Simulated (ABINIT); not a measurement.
BAs (F-43m): least direct gap against volume

The cell of BAs (F-43m) is scaled evenly and the response computed anew at each volume, on one mesh.

Cell: a, b, c = 3.378, 3.378, 3.378 Å (primitive vectors), 2 atoms.

Method: ABINIT 10.8.3, LDA, independent particles, k-mesh 12×12×12, Lorentzian half width 0.04 eV.

Launch of the response step: `optic optic.abi`. The series took 3.2 min in all, its band step included, on 4 threads of Intel(R) Xeon(R) Processor @ 2.70GHz (shared host).

| V/V₀ | V (Å³, primitive cell) | least direct gap (eV) |
| --- | --- | --- |
| 0.94 | 25.62 | 3.3478 |
| 0.97 | 26.43 | 3.3046 |
| 1.00 | 27.25 | 3.2645 |
| 1.03 | 28.07 | ? |
| 1.06 | 28.89 | 3.1912 |

For small changes the quantity should be close to linear in ln V.

Working, on the rows shown:

| x = ln(V/V₀) | y = least direct gap |
| --- | --- |
| -0.0618754 | 3.3478 |
| -0.0304592 | 3.3046 |
| 0 | 3.2645 |
| 0.0582689 | 3.1912 |

Means: x̄ = -0.0085164, ȳ = 3.277. Σ(x − x̄)(y − ȳ) = -0.01022, Σ(x − x̄)² = 0.007861. Slope = -0.01022 / 0.007861 = -1.3; intercept = ȳ − slope · x̄ = 3.266. The line misses the rows shown by at most 0.0015 eV.

Question: Predict the last column of the withheld row from the fit.

Answer: At x = 0.029559 the line gives y = 3.2275 eV. The run gave 3.2268 eV, so the interpolation is off by 0.00073 eV, 0.5 % of the range in the table.

Between the rows on either side of x = 0 the slope is (3.2268 − 3.3046) / (0.029559 − (-0.030459)) = -1.296. That is a volume deformation potential of -1.3 eV: the least direct gap on this mesh widens by 13 meV for each per cent of compression. LDA gaps are as a rule too small. Spin-orbit coupling is left out.
